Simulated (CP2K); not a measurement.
Consider 2-formyloxazole at its PBE geometry (Å).

```xyz
10

O    -2.7798    0.9571    0.2526
C    -2.0333    0.0219    0.0059
C    -0.5694    0.1217    0.0431
N     0.2120    1.1335    0.3349
C     1.4917    0.6423    0.1851
C     1.4345   -0.6736   -0.1954
O     0.1201   -1.0327   -0.2925
H    -2.4105   -0.9905   -0.2714
H     2.3673    1.2584    0.3608
H     2.1674   -1.4381   -0.4231
```

Method: CP2K XAS_TDP, all-electron GAPW, PBEh(45%), aug-cc-pVDZ, TDA, GW2X-corrected core level, no relativity.

Question: Predict the bright core excitations at the C K edge.

Leading lines: C2 288.20 eV, C3 288.10 eV, C5 288.41 eV and C6 288.14 eV. The leading line of an atom is its first one with 35 % of the strongest within 2.5 eV of its lowest line over the strength cut. Core ionisation energies at this level: C3 294.66, C5 293.38, C2 295.89 and C6 294.25 eV.

The first six lines of each atom with a strength over 0.0015:

```
                     atom  energy (eV)  states  strength, one atom  above the computed threshold
C2 (bonded to C, O and H)       288.20       1              0.0564                              
                                293.58       1              0.0116                              
                                293.77       1              0.0156                              
                                294.83       1              0.0040                              
                                295.18       1              0.0026                              
                                295.38       1              0.0057                              
C3 (bonded to C, N and O)       288.10       1              0.0350                              
                                291.51       1              0.0264                              
                                292.86       1              0.0152                              
                                293.00       1              0.0062                              
                                293.21       1              0.0290                              
                                294.43       1              0.0022                              
C5 (bonded to C, N and H)       288.41       1              0.0493                              
                                288.88       1              0.0062                              
                                291.29       1              0.0108                              
                                292.11       1              0.0019                              
                                292.30       1              0.0030                              
                                292.76       1              0.0032                              
C6 (bonded to C, O and H)       288.14       1              0.0488                              
                                291.03       1              0.0074                              
                                291.86       1              0.0196                              
                                292.40       1              0.0156                              
                                293.14       1              0.0030                              
                                293.53       2              0.0136
```

Lines are vertical, at one geometry, with no vibrational structure. GW2X ionisation energies and lines can be off by 1 to 2 eV either way, and a good line position may hide errors that cancel. These values hold no scalar relativity, about 0.1 eV for C 1s. Rydberg lines, and the discretised continuum above threshold, depend on the basis and the box.

[Banner, clock and machine lines of the logs are left out without a mark of their own.]

[Logs are printed without paths, hosts, clocks, repeated set-up lines and the standing remarks that a program may print on its own settings, such as how far it seeks lower states.]

[Hosts, paths, dates, database ids (printed as entryN), source tags and the programs' standing remarks are cut or masked in the printed files.]
